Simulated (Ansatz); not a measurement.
In doubt: masses and optical values from hybrid runs of this build are listed as unsure (in some of the runs), which bears on the screening that GW takes from such a start.

The crystal is CS2NF5 (P-1).

```cif
data_structure
_symmetry_space_group_name_H-M 'P 1'
_symmetry_Int_Tables_number 1
_cell_length_a 4.8510
_cell_length_b 7.4070
_cell_length_c 7.9460
_cell_angle_alpha 97.470
_cell_angle_beta 90.670
_cell_angle_gamma 91.880
_cell_volume 282.90
loop_
_atom_site_label
_atom_site_type_symbol
_atom_site_fract_x
_atom_site_fract_y
_atom_site_fract_z
_atom_site_occupancy
C1 C 0.37047 0.51128 0.77897 1
C2 C 0.62953 0.48872 0.22103 1
S3 S 0.50691 0.67431 0.70301 1
S4 S 0.49309 0.32569 0.29699 1
S5 S 0.11232 0.19129 0.77281 1
S6 S 0.88768 0.80871 0.22719 1
N7 N 0.26953 0.39141 0.85455 1
N8 N 0.73047 0.60859 0.14545 1
F9 F 0.94989 0.28249 0.62773 1
F10 F 0.05011 0.71751 0.37227 1
F11 F 0.26613 0.09080 0.91179 1
F12 F 0.73387 0.90920 0.08821 1
F13 F 0.96052 0.99957 0.70123 1
F14 F 0.03948 0.00043 0.29877 1
F15 F 0.86024 0.23196 0.89906 1
F16 F 0.13976 0.76804 0.10094 1
F17 F 0.35822 0.14010 0.64101 1
F18 F 0.64178 0.85990 0.35899 1
```

Geometry: measured cell, ions relaxed with PBE. The runs that relaxed it are not among those shown.

Gaps computed with Ansatz 0.2.0 without a self-energy: HSE06 4.21 eV, r2SCAN 3.29 eV and PBE0 4.97 eV.

Question: What gap should G0W0 on HSE06 give (4×2×2 mesh, 1064 empty bands, screening to 140 eV, PAW set soft_1 files)?

About 7.18 eV: on its mesh the run moves the gap from 4.27 eV by +2.97 eV, and the mesh misses the edges by 0.06 eV. Among the scalar-relativistic levels given, PBE0 is nearest (−2.21 eV). Bands and cutoff are finite, so the gap is not at the basis limit. The miss can reach some tenths of an eV and take either sign; the mesh is an error of its own. The 4×2×2 mesh is coarse for this cell (its supercell is 15 Å along the shortest edge). The RPA ε∞ on it, from the HSE06 start, is 1.77, 1.82 and 2.50; such meshes misread the long-range screening, most where the gap is narrow.

[Paths, hosts, dates, memory and timing lines, banners, echoed tables and standing remarks are left out of the program output.]

[Logs are printed without paths, hosts, clocks, repeated set-up lines and the standing remarks that a program may print on its own settings, such as how far it seeks lower states.]

[Runs of the session that timed out or met a known fault of the program may be left out.]

[Cells called generated may have been cut or substituted from an entry of the Crystallography Open Database or the Materials Project.]

[Hosts, paths, dates, database ids (printed as entryN), source tags and the programs' standing remarks are cut or masked in the printed files.]
